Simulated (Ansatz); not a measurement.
# Sc3B4Os: relaxing a made-up structure

Starting from a made-up structure for Sc3B4Os, the aim is the relaxed cell, its shortest contacts and, where a second run follows, its electronic structure.

Calculated with Ansatz 0.2.0; DFT, PBE, plane-wave PAW, files of the set soft_1, scalar-relativistic, no spin, cell and ions relaxed at zero pressure; PAW set soft_1, in the first sound run; inputs show where later runs differ.

## (1) The starting structure

The structure is orthorhombic, space group Immm (No. 71). The conventional cell has a = 3.279 Å, b = 4.365 Å, c = 12.072 Å, α = 90.00°, β = 90.00°, γ = 90.00°. Nearest to Os lie 4 B at 2.14 Å. Sc has 6 B at 2.26 to 2.31 Å nearest. Nearest to Sc lie 8 B at 2.39 Å. Nearest to B lie 1 B at 1.47 Å and 1 Os at 2.14 Å and 5 Sc at 2.26 to 2.39 Å. Farther neighbours are not listed.

## (2) Relaxation of the guess

The guess takes its coordinates from another compound and its volume from a rule, so the cell and any free coordinates are relaxed together.

The input, input.yaml:

```yaml
crystal:
  lattice:
    - [-1.6395, 2.1825, 6.036]
    - [1.6395, -2.1825, 6.036]
    - [1.6395, 2.1825, -6.036]
  atoms:
    - { symbol: Os, position: [0.0, 0.5, 0.5] }
    - { symbol: Sc, position: [0.8075, 0.8075, 0.0] }
    - { symbol: Sc, position: [0.1925, 0.1925, 0.0] }
    - { symbol: Sc, position: [0.5, 0.0, 0.5] }
    - { symbol: B, position: [0.7983, 0.6304, 0.1679] }
    - { symbol: B, position: [0.4625, 0.6304, 0.8321] }
    - { symbol: B, position: [0.2017, 0.3696, 0.8321] }
    - { symbol: B, position: [0.5375, 0.3696, 0.1679] }
kpoints:
  mp_grid: { grid: [10, 10, 10] }
scf:
  occupations: { method: fermi_dirac, width: 0.05 }
hamiltonian:
  xc: pbe
  pseudopotentials: { kind: paw, azcp: { folder: soft_1 } }
relax:
  f_tol: 0.015
  max_steps: 70
  cell: {}
output:
  forces: true
  stress: true
```

Started as:

```
ansatz run input.yaml --threads 4 --pin off --max-ram 10240MiB --backend cpu --events-out ev --progress --plain --runs-dir out
```

Numbers of over 12 decimals in the logs are rounded to 6 here.

Output:

```text
basis.fft_grid_basis auto: the FFT boxes are laid along the combinations [[1, 0, 1], [0, 1, 1], [0, 0, 1]] of the cell's own vectors, 4.365, 3.279 and 6.625 Å long. The dense box has 30×24×45 points. Along the cell's own vectors, as sized, it would have 45×45×45, 2.81 times as many. Of the 8 symmetry operations that the crystal satisfies within crystal.symmetry.tolerance (time reversal apart; of a slab, those that ke [...]
Engine: ansatz 0.2.0, aarch64-unknown-linux-gnu
Pseudopotentials: kind: paw
Pseudopotential: Os, paw, valence charge 16, recommended cutoff 420 eV (normal), soft_1/Os.paw.azcp
Pseudopotential: Sc, paw, valence charge 11, recommended cutoff 420 eV (normal), soft_1/Sc.paw.azcp
Pseudopotential: B, paw, valence charge 3, recommended cutoff 420 eV (normal), soft_1/B.paw.azcp
Functional definition: PBE
  parameter kappa = 0.804
  parameter beta = 0.066725
  exchange = pbe_x(kappa = kappa, mu = beta*pi^2/3)
  correlation = pbe_c(beta = beta)
Crystal: 8 atoms, lattice volume = 86.392 Å³
Basis set: ecut = 420 eV, 1683 PW (Γ), FFT grids on a1+a3, a2+a3, a3, exchange–correlation on 60×48×90 points (8 copies of the dense FFT grid, shifted against one another)
Bands: 39, of which v1, the nominal top of the filled ones, is band 31 counted from 1 (30 counted from 0)
Symmetry: 8 space group operations
Space group: Immm (ITA 71), of the structure as read, at distance tolerance 4.4e-5 Å
k-points: 171 of 1000
Non-local potential: Os, projectors of the file, l = 0: 3, l = 1: 2, l = 2: 2, l = 3: 1
Non-local potential: Sc, projectors of the file, l = 0: 3, l = 1: 2, l = 2: 3, l = 3: 1
Non-local potential: B, projectors of the file, l = 0: 2, l = 1: 2, l = 2: 1
PAW form: soft (Blöchl's): semilocal exchange-correlation on the pseudo side does not see the compensation charge
PAW one-centre angular grid: Os, 590 points (default); XC on 64 Gauss nodes
PAW one-centre angular grid: Sc, 590 points (default); XC on 64 Gauss nodes
PAW one-centre angular grid: B, 110 points (default); XC on 64 Gauss nodes
Initial density: superposition of atomic densities (chi_scale 0.1, normalization cell, long waves kept (reshape's long-wave potential 0.03 eV rms))
Initial wavefunctions: pseudopotential atomic-orbital guess
Functional: x = pbe(κ = 0.804, μ = 0.219515), c = pbe(β = 0.066725)
SCF iter   1: F=—  HF=-18429.278032 eV  |F-HF|=—  |Δ(HF+E_count)|=         —  Δρ=1.91e-1  dr2=8.67e1  ethr=3.10e-3  ⟨swp⟩=4.9  Hψ=24304  notcnv=0  defer=31
preconditioner: auto → Kerker (q_TF=auto, 2.575 Å⁻¹)  [metal: Δε(μ)=0.009 eV  Ē_g=7.043 eV  σ=0.050 eV  W_gap=0.04  n_scr=24 (ndim 8)  ℏωp=21.5 eV  f_vac=0.000  D(μ)=3.86/eV (n_scr^D=32)]
SCF iter   2: F=—  HF=-18420.262599 eV  |F-HF|=—  |Δ(HF+E_count)|=    9.02e0  Δρ=9.65e-2  dr2=2.18e1  ethr=3.10e-3  ⟨swp⟩=3.5  Hψ=14882  notcnv=0  defer=287
SCF iter   3: F=—  HF=-18417.324256 eV  |F-HF|=—  |Δ(HF+E_count)|=    2.94e0  Δρ=1.68e-2  dr2=3.51e-1  ethr=3.10e-3  ⟨swp⟩=3.2  Hψ=14713  notcnv=0  defer=317
SCF iter   4: F=—  HF=-18417.239853 eV  |F-HF|=—  |Δ(HF+E_count)|=   8.44e-2  Δρ=4.25e-3  dr2=3.89e-2  ethr=5.75e-4  ⟨swp⟩=2.4  Hψ=12741  notcnv=0  defer=306
SCF iter   5: F=—  HF=-18417.233083 eV  |F-HF|=—  |Δ(HF+E_count)|=   6.77e-3  Δρ=1.42e-3  dr2=3.81e-3  ethr=6.37e-5  ⟨swp⟩=2.2  Hψ=9017  notcnv=0  defer=300
SCF iter   6: F=—  HF=-18417.232150 eV  |F-HF|=—  |Δ(HF+E_count)|=   9.33e-4  Δρ=4.53e-4  dr2=2.90e-4  ethr=6.24e-6  ⟨swp⟩=2.0  Hψ=8085  notcnv=0  defer=300
SCF iter   7: F=—  HF=-18417.232065 eV  |F-HF|=—  |Δ(HF+E_count)|=   8.48e-5  Δρ=1.29e-4  dr2=2.12e-5  ethr=4.75e-7  ⟨swp⟩=2.0  Hψ=8241  notcnv=0  defer=299
SCF iter   8: F=—  HF=-18417.232031 eV  |F-HF|=—  |Δ(HF+E_count)|=   3.37e-5  Δρ=3.35e-5  dr2=1.59e-6  ethr=3.47e-8  ⟨swp⟩=2.1  Hψ=8767  notcnv=0  defer=299
SCF iter   9: F=-18417.232031 eV  HF=-18417.232031 eV  |F-HF|=3.29e-8  |Δ(HF+E_count)|=   4.06e-7  Δρ=4.92e-6  dr2=5.29e-8  ethr=1.64e-10  ⟨swp⟩=3.0  Hψ=27906  notcnv=0
SCF 1 converged in 9 iterations: F = -18417.232031 eV  dr2 = 5.29e-8
  greatest PAW one-centre occupation: 1.000 electrons in one spin orbital (limit 2), on the Os atom at site 0 (counted from 0), in its partial waves of l = 0
relax step   1: F+E_penalty+E_count = -18417.23203060 eV  Δ(F+E_penalty+E_count) = +0.000e0 eV  max|allowed force component| = 2.619e0 eV/Å  Δτ_max = 0.0000 Å  P = +46.177 GPa  Ω = 86.392 Å³  (9 SCF iters, dr2 threshold 1.00e-7 eV, accepted)
Crystal: 8 atoms, lattice volume = 96.566 Å³
Basis set: ecut = 420 eV, 1895 PW (Γ), FFT grids on a1+a3, a2+a3, a3, exchange–correlation on 60×48×90 points (8 copies of the dense FFT grid, shifted against one another)
Initial density: handed on by an earlier stage of this run
Initial wavefunctions: those handed on with the density
SCF iter   1: F=—  HF=-18419.693855 eV  |F-HF|=—  |Δ(HF+E_count)|=         —  Δρ=2.97e-2  dr2=2.48e0  ethr=3.10e-3  ⟨swp⟩=8.5  Hψ=26930  notcnv=0  defer=30
preconditioner: auto → Kerker (q_TF=auto, 2.527 Å⁻¹)  [metal: Δε(μ)=0.001 eV  Ē_g=5.919 eV  σ=0.050 eV  W_gap=0.00  n_scr=32 (ndim 8)  ℏωp=20.3 eV  f_vac=0.000  D(μ)=5.77/eV (n_scr^D=56)]
SCF iter   2: F=—  HF=-18419.468843 eV  |F-HF|=—  |Δ(HF+E_count)|=   2.25e-1  Δρ=1.66e-2  dr2=8.37e-1  ethr=3.10e-3  ⟨swp⟩=1.0  Hψ=8037  notcnv=0  defer=48
SCF iter   3: F=—  HF=-18419.349335 eV  |F-HF|=—  |Δ(HF+E_count)|=   1.20e-1  Δρ=2.32e-3  dr2=1.61e-2  ethr=1.37e-3  ⟨swp⟩=2.0  Hψ=9419  notcnv=0  defer=108
SCF iter   4: F=—  HF=-18419.346347 eV  |F-HF|=—  |Δ(HF+E_count)|=   2.99e-3  Δρ=6.44e-4  dr2=8.83e-4  ethr=2.64e-5  ⟨swp⟩=2.3  Hψ=10438  notcnv=0  defer=230
SCF iter   5: F=—  HF=-18419.346144 eV  |F-HF|=—  |Δ(HF+E_count)|=   2.03e-4  Δρ=1.79e-4  dr2=5.30e-5  ethr=1.45e-6  ⟨swp⟩=2.0  Hψ=7978  notcnv=0  defer=230
SCF iter   6: F=—  HF=-18419.346072 eV  |F-HF|=—  |Δ(HF+E_count)|=   7.26e-5  Δρ=4.53e-5  dr2=2.62e-6  ethr=8.69e-8  ⟨swp⟩=2.0  Hψ=8338  notcnv=0  defer=230
SCF iter   7: F=-18419.346072 eV  HF=-18419.346072 eV  |F-HF|=6.73e-9  |Δ(HF+E_count)|=   1.10e-7  Δρ=1.07e-5  dr2=1.40e-7  ethr=1.31e-9  ⟨swp⟩=4.0  Hψ=20404  notcnv=0
SCF 2 converged in 7 iterations: F = -18419.346072 eV  dr2 = 1.40e-7
relax step   2: F+E_penalty+E_count = -18419.34607167 eV  Δ(F+E_penalty+E_count) = -2.114e0 eV  max|allowed force component| = 1.337e0 eV/Å  Δτ_max = 0.0265 Å  P = +16.720 GPa  Ω = 96.566 Å³  energy of the carried Pulay correction = -5.687e-3 eV  (7 SCF iters, dr2 threshold 8.00e-7 eV, accepted)
Crystal: 8 atoms, lattice volume = 103.106 Å³
[...]
relax step   4: F+E_penalty+E_count = -18419.99571865 eV  Δ(F+E_penalty+E_count) = -5.631e-2 eV  max|allowed force component| = 1.104e-1 eV/Å  Δτ_max = 0.0496 Å  P = -0.965 GPa  Ω = 107.163 Å³  energy of the carried Pulay correction = -1.098e-2 eV  (6 SCF iters, dr2 threshold 8.00e-7 eV, accepted)
[...]
relax step   5: F+E_penalty+E_count = -18420.00268019 eV  Δ(F+E_penalty+E_count) = -6.962e-3 eV  max|allowed force component| = 4.134e-2 eV/Å  Δτ_max = 0.0100 Å  P = -0.006 GPa  Ω = 106.220 Å³  energy of the carried Pulay correction = -1.053e-2 eV  (6 SCF iters, dr2 threshold 8.00e-7 eV, accepted)
[...]
relax step   6: F+E_penalty+E_count = -18420.00299886 eV  Δ(F+E_penalty+E_count) = -3.187e-4 eV  max|allowed force component| = 8.266e-3 eV/Å  Δτ_max = 0.0048 Å  P = +0.012 GPa  Ω = 106.100 Å³  energy of the carried Pulay correction = -1.047e-2 eV  (6 SCF iters, dr2 threshold 1.07e-7 eV, accepted)
[...]
relax step   7: F+E_penalty+E_count = -18420.00304724 eV  Δ(F+E_penalty+E_count) = -4.838e-5 eV  max|allowed force component| = 3.213e-3 eV/Å  Δτ_max = 0.0006 Å  P = +0.002 GPa  Ω = 106.126 Å³  energy of the carried Pulay correction = -1.049e-2 eV  (6 SCF iters, dr2 threshold 3.27e-8 eV, accepted)
[...]
relax step   8: F+E_penalty+E_count = -18420.03116655 eV  Δ(F+E_penalty+E_count) = -2.812e-2 eV  max|allowed force component| = 1.083e-2 eV/Å  Δτ_max = 0.0000 Å  P = +0.310 GPa  Ω = 106.126 Å³  stress off target by 4.85e-1 GPa  SCF on the basis re-selected at this cell (its energy is not comparable with the rows above)  (6 SCF iters)
[...]
relax step   9: F+E_penalty+E_count = -18420.03140951 eV  Δ(F+E_penalty+E_count) = -2.430e-4 eV  max|allowed force component| = 2.709e-3 eV/Å  Δτ_max = 0.0019 Å  P = +0.002 GPa  Ω = 106.382 Å³  energy of the carried Pulay correction = -1.202e-4 eV  (6 SCF iters, dr2 threshold 5.88e-7 eV, accepted)
iter 1 solved again at ethr=2.84e-7 eV; its pass at ethr=3.10e-3 eV (dr2=1.73e-4 eV) is discarded
SCF iter   1: F=—  HF=-18420.031517 eV  |F-HF|=—  |Δ(HF+E_count)|=         —  Δρ=2.17e-5  dr2=1.72e-8  ethr=2.84e-7  ⟨swp⟩=3.0  Hψ=39494  notcnv=0
eigensolver tolerance schedule: the retry pair's looser diagonalisation over-reported the residual by 10037.34 of it (diagonalisation noise at 11.21 of the residual, at the tolerance the schedule requests for it); recorded, not acted on — ethr = c·dr2/N_el stays at c = 1.0e-1
preconditioner: auto → Kerker (q_TF=auto, 2.487 Å⁻¹)  [metal: Δε(μ)=0.007 eV  Ē_g=5.614 eV  σ=0.050 eV  W_gap=0.04  n_scr=32 (ndim 8)  ℏωp=19.4 eV  f_vac=0.000  D(μ)=5.96/eV (n_scr^D=64)]
SCF iter   2: F=—  HF=-18420.031535 eV  |F-HF|=—  |Δ(HF+E_count)|=   1.82e-5  Δρ=1.11e-5  dr2=4.54e-9  ethr=2.82e-11  ⟨swp⟩=3.1  Hψ=13599  notcnv=0
SCF iter   3: F=—  HF=-18420.031536 eV  |F-HF|=—  |Δ(HF+E_count)|=   5.66e-7  Δρ=7.96e-7  dr2=2.35e-10  ethr=7.44e-12  ⟨swp⟩=2.0  Hψ=8857  notcnv=0
iter 4 did not close the SCF: its close was put off for the readings that it lacked (scf_convergence_deferred on its scf_iter line)
SCF iter   4: F=-18420.031536 eV  HF=-18420.031536 eV  |F-HF|=7.28e-11  |Δ(HF+E_count)|=   2.03e-9  Δρ=2.37e-7  dr2=6.90e-11  ethr=1.00e-12  ⟨swp⟩=1.0  Hψ=6669  notcnv=0
iter 5 did not close the SCF: its close was put off for the readings that it lacked (scf_convergence_deferred on its scf_iter line)
SCF iter   5: F=-18420.031536 eV  HF=-18420.031536 eV  |F-HF|=0.00e0  |Δ(HF+E_count)|=  8.73e-11  Δρ=5.02e-8  dr2=4.96e-12  ethr=1.00e-12  ⟨swp⟩=1.0  Hψ=6669  notcnv=0
iter 6 did not close the SCF: its close was put off for the readings that it lacked (scf_convergence_deferred on its scf_iter line)
SCF iter   6: F=-18420.031536 eV  HF=-18420.031536 eV  |F-HF|=7.28e-12  |Δ(HF+E_count)|=    0.00e0  Δρ=1.91e-8  dr2=3.92e-13  ethr=1.00e-12  ⟨swp⟩=1.0  Hψ=6669  notcnv=0
iter 7 did not close the SCF: its close was put off for the readings that it lacked (scf_convergence_deferred on its scf_iter line)
SCF iter   7: F=-18420.031536 eV  HF=-18420.031536 eV  |F-HF|=7.28e-12  |Δ(HF+E_count)|=    0.00e0  Δρ=4.37e-9  dr2=1.80e-14  ethr=1.00e-12  ⟨swp⟩=1.0  Hψ=6669  notcnv=0
SCF iter   8: F=-18420.031536 eV  HF=-18420.031536 eV  |F-HF|=0.00e0  |Δ(HF+E_count)|=    0.00e0  Δρ=8.28e-10  dr2=5.67e-16  ethr=1.00e-12  ⟨swp⟩=1.2  Hψ=14066  notcnv=0
SCF 10 converged in 8 iterations: F = -18420.031536 eV  dr2 = 5.67e-16
relax step  10: F+E_penalty+E_count = -18420.03153571 eV  Δ(F+E_penalty+E_count) = -1.262e-4 eV  max|allowed force component| = 2.690e-3 eV/Å  Δτ_max = 0.0000 Å  P = +0.002 GPa  Ω = 106.382 Å³  stress off target by 2.75e-2 GPa  SCF on the basis re-selected at this cell (its energy is not comparable with the rows above)  (8 SCF iters)
basis re-selected at this cell: Δ(F+E_penalty+E_count) = -1.262e-4 eV, ΔP = -0.000 GPa vs the last step (what re-selecting the basis moved, of the pressure what is left beyond the Pulay correction that the steps carried, after the strain that the cell walked since its last selection, with what the two solves' SCF thresholds leave and, on support functions, any second-order correction that the steps lacked; it is no m [...]
SCF converged after 8 iterations
Free energy (F): -18420.031536 eV
Harris-Foulkes:  -18420.031536 eV  (|F-HF|=0.00e0)
Internal energy: -18419.984207 eV  (E = F + TS)
E sigma→0 (E₀):  -18420.007872 eV
Entropy (-TS):   -0.047328 eV (-5.916 meV/atom)
Fermi energy:    11.898712 eV
--- Per-component energies (eV) ---
  E_band       = -605.408175
  E_kinetic    = 1304.226034
  E_local      = -4131.633058  (includes V_loc(G=0)·N_el)
  E_nonlocal   = 656.234962
  E_hartree    = 1529.114150
  E_xc         = -621.821218
  E_vxc        = -716.122851  (∫ρ·V_xc dr)
  E_paw        = -12330.593474  (= ΣΔE_a)
  E_vpaw       = -776.342157  (= ΣTr[D̂ρ^β])
  E_aug_tail   = 0.000595  (compensation charges beyond the density's cutoff)
  E_ewald      = -4825.512198
  E_smearing   = -0.047328  (= −TS)
  E_closure    = 0.000000  (closes the sum)
  Σ components = -18420.031536   (vs F -18420.031536, Δ=0.00e0)
--- Forces (eV/Å), atoms counted from 1 ---
  atom   1  Os     0.00000000    -0.00000000     0.00000000
  atom   2  Sc     0.00000000    -0.00000000    -0.00233785
  atom   3  Sc    -0.00000000     0.00000000     0.00233785
  atom   4  Sc    -0.00000000     0.00000000     0.00000000
  atom   5  B     -0.00000000    -0.00269022    -0.00184046
  atom   6  B     -0.00000000     0.00269022    -0.00184046
  atom   7  B      0.00000000     0.00269022     0.00184046
  atom   8  B      0.00000000    -0.00269022     0.00184046
  max |Σ_I F_I| component: 1.39e-17 eV/Å
--- Stress (GPa, compression-positive) ---
        0.018857       0.000000       0.000000
        0.000000      -0.027473       0.000000
        0.000000       0.000000       0.015267
  P = ⅓ Tr σ = 0.0022 GPa (0.022 kbar)
--- Relaxed structure (8 steps of the walk, 8 accepted, 2 SCFs on fresh bases) ---
  F+E_penalty+E_count = -18420.03153571 eV   max|allowed force component| = 2.690e-3 eV/Å   (the final SCF, on the basis selected at the relaxed cell)
  cell:  # Å, volume = 106.3825 Å³
    - [-1.767682, 2.428388, 6.195664]
    - [1.767682, -2.428388, 6.195664]
    - [1.767682, 2.428388, -6.195664]
  atoms:
    - { symbol: Os, position: [0, 0.5, 0.5] }
    - { symbol: Sc, position: [0.813345, 0.813345, 0] }
    - { symbol: Sc, position: [0.186655, 0.186655, 0] }
    - { symbol: Sc, position: [0.500000, 0, 0.500000] }
    - { symbol: B, position: [0.789668, 0.622696, 0.166972] }
    - { symbol: B, position: [0.455724, 0.622696, 0.833028] }
    - { symbol: B, position: [0.210332, 0.377304, 0.833028] }
    - { symbol: B, position: [0.544276, 0.377304, 0.166972] }
```

Wall time 2.6 min (4 threads of Arm Neoverse N1, shared host); peak memory 0.86 GiB.

The steps of the relaxation:

```csv
step,energy less that of the first step (eV),largest force component (eV/Å),pressure (GPa),volume (Å³)
1,0.0000,2.6191,46.18,86.39
2,-2.1140,1.3366,16.72,96.57
3,-2.7074,0.3634,4.01,103.11
4,-2.7637,0.1104,-0.97,107.16
5,-2.7706,0.0413,-0.01,106.22
6,-2.7710,0.0083,0.01,106.10
7,-2.7710,0.0032,0.00,106.13
8*,-2.7991,0.0108,0.31,106.13
9,-2.7994,0.0027,0.00,106.38
10*,-2.7995,0.0027,0.00,106.38
```

Relaxation steps marked * repeat the geometry before them on a plane-wave basis chosen anew for their cell, so energy and pressure can jump there.

The run keeps the 8 symmetry operations that it works with, so distortions that break them were not tested.

```csv
"conventional cell, symmetrised",before,after,change
a (Å),3.279,3.535,+7.8 %
b (Å),4.365,4.857,+11.3 %
c (Å),12.072,12.391,+2.6 %
volume (Å³/atom),10.80,13.30,+23.1 %
```

The atoms that moved most (Å, as changes of fractional coordinates times the final cell):

```csv
atom,dx,dy,dz,length
B5,0.000,-0.005,-0.095,0.096
B6,0.000,0.005,-0.095,0.096
B8,0.000,-0.005,0.095,0.096
B7,0.000,0.005,0.095,0.096
Sc3,0.000,0.000,-0.072,0.072
Sc2,0.000,0.000,0.072,0.072
```

This step gave:

```
free energy             : -18420.0315 eV
energy at zero smearing : -18420.0079 eV
smearing term TS        : 0.04733 eV
Fermi energy            : 11.90 eV
electrons               : 61
symmetry operations     : 8
pressure                : 0.002217 GPa
```

The shortest distance of each pair, which need not be the same contact before and after:

```csv
pair,guess (Å),relaxed (Å)
B–B,1.466,1.622
B–Os,2.140,2.220
B–Sc,2.260,2.469
Os–Sc,2.730,2.911
Sc–Sc,3.062,3.354
```

The relaxation ends with a largest force component of 0.0027 eV/Å and a pressure of 0.00 GPa.

(Part 1 of 2 ends here.)

[Logs are printed without paths, hosts, clocks, repeated set-up lines and the standing remarks that a program may print on its own settings, such as how far it seeks lower states.]

[Hosts, paths, dates, database ids (printed as entryN), source tags and the programs' standing remarks are cut or masked in the printed files.]
